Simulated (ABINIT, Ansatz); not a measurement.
Planning a run of ABINIT 10.8.3 on PtSe2 (P-3m1). The input:

```
acell 3*1.0 Angstrom
rprim 
  3.717306547987 0.000000000003 0.000000000000
  -1.858653273996 3.219281904210 0.000000000000
  0.000000000000 0.000000000000 5.820074020000
ntypat 2
znucl 78 34
natom 3
typat 1 2 2
xred 
  0.000000000000 0.000000000000 0.000000000000
  0.666666666667 0.333333333333 0.774611840000
  0.333333333333 0.666666666667 0.225388160000
pp_dirpath "pseudos"
pseudos "Pt.upf, Se.upf"
ecut 48
iscf -2
irdden 1
kptopt 0
nkpt 75
kpt 
  0.00000000 0.00000000 0.00000000
  0.06250000 0.00000000 0.00000000
  0.12500000 0.00000000 0.00000000
  0.18750000 0.00000000 0.00000000
  0.25000000 0.00000000 0.00000000
  0.31250000 0.00000000 0.00000000
  0.37500000 0.00000000 0.00000000
  0.43750000 0.00000000 0.00000000
  0.50000000 0.00000000 0.00000000
  0.47916667 0.04166667 0.00000000
  0.45833333 0.08333333 0.00000000
  0.43750000 0.12500000 0.00000000
  0.41666666 0.16666666 0.00000000
  0.39583333 0.20833333 0.00000000
  0.37500000 0.25000000 0.00000000
  0.35416666 0.29166666 0.00000000
  0.33333333 0.33333333 0.00000000
  0.29166666 0.29166666 0.00000000
  0.25000000 0.25000000 0.00000000
  0.20833333 0.20833333 0.00000000
  0.16666666 0.16666666 0.00000000
  0.12500000 0.12500000 0.00000000
  0.08333333 0.08333333 0.00000000
  0.04166667 0.04166667 0.00000000
  0.00000000 0.00000000 0.00000000
  0.00000000 0.00000000 0.06250000
  0.00000000 0.00000000 0.12500000
  0.00000000 0.00000000 0.18750000
  0.00000000 0.00000000 0.25000000
  0.00000000 0.00000000 0.31250000
  0.00000000 0.00000000 0.37500000
  0.00000000 0.00000000 0.43750000
  0.00000000 0.00000000 0.50000000
  0.06250000 0.00000000 0.50000000
  0.12500000 0.00000000 0.50000000
  0.18750000 0.00000000 0.50000000
  0.25000000 0.00000000 0.50000000
  0.31250000 0.00000000 0.50000000
  0.37500000 0.00000000 0.50000000
  0.43750000 0.00000000 0.50000000
  0.50000000 0.00000000 0.50000000
  0.47916667 0.04166667 0.50000000
  0.45833333 0.08333333 0.50000000
  0.43750000 0.12500000 0.50000000
  0.41666666 0.16666666 0.50000000
  0.39583333 0.20833333 0.50000000
  0.37500000 0.25000000 0.50000000
  0.35416666 0.29166666 0.50000000
  0.33333333 0.33333333 0.50000000
  0.29166666 0.29166666 0.50000000
  0.25000000 0.25000000 0.50000000
  0.20833333 0.20833333 0.50000000
  0.16666666 0.16666666 0.50000000
  0.12500000 0.12500000 0.50000000
  0.08333333 0.08333333 0.50000000
  0.04166667 0.04166667 0.50000000
  0.00000000 0.00000000 0.50000000
  0.50000000 0.00000000 0.50000000
  0.50000000 0.00000000 0.43750000
  0.50000000 0.00000000 0.37500000
  0.50000000 0.00000000 0.31250000
  0.50000000 0.00000000 0.25000000
  0.50000000 0.00000000 0.18750000
  0.50000000 0.00000000 0.12500000
  0.50000000 0.00000000 0.06250000
  0.50000000 -0.00000000 0.00000000
  0.33333333 0.33333333 0.50000000
  0.33333333 0.33333333 0.43750000
  0.33333333 0.33333333 0.37500000
  0.33333333 0.33333333 0.31250000
  0.33333333 0.33333333 0.25000000
  0.33333333 0.33333333 0.18750000
  0.33333333 0.33333333 0.12500000
  0.33333333 0.33333333 0.06250000
  0.33333333 0.33333333 0.00000000
istwfk *1
nband 40
nbdbuf 2
tolwfr 1e-08
nstep 40
prtwf 0
prtvol 0
indata_prefix "in"
outdata_prefix "out"
tmpdata_prefix "tmp"
```

```sh
OMP_NUM_THREADS=1 mpirun -n 8 abinit run.abi > log
```

Q: Estimate wall time and host memory on 8 MPI ranks of Intel Xeon Platinum 8488C (Sapphire Rapids), shared host.

It took 66 s; on shared hardware allow 33 s to 2.2 min. Peak host memory was 0.97 GiB.

[Paths, hosts, dates, memory and timing lines, banners, echoed tables and standing remarks are left out of the program output.]

[Logs are printed without paths, hosts, clocks, repeated set-up lines and the standing remarks that a program may print on its own settings, such as how far it seeks lower states.]

[Runs of the session that timed out or met a known fault of the program may be left out.]

[Hosts, paths, dates, database ids (printed as entryN), source tags and the programs' standing remarks are cut or masked in the printed files.]

[G0W0 gaps are taken among the corrected bands and points alone; a level outside them can change the order at an edge.]

[Where Ansatz stands beside ABINIT at settings called matched, ABINIT's density can come from a denser mesh and the files from another edition; pairs whose starting gaps differed by over 0.03 eV were left out, so agreement reads better than it is.]
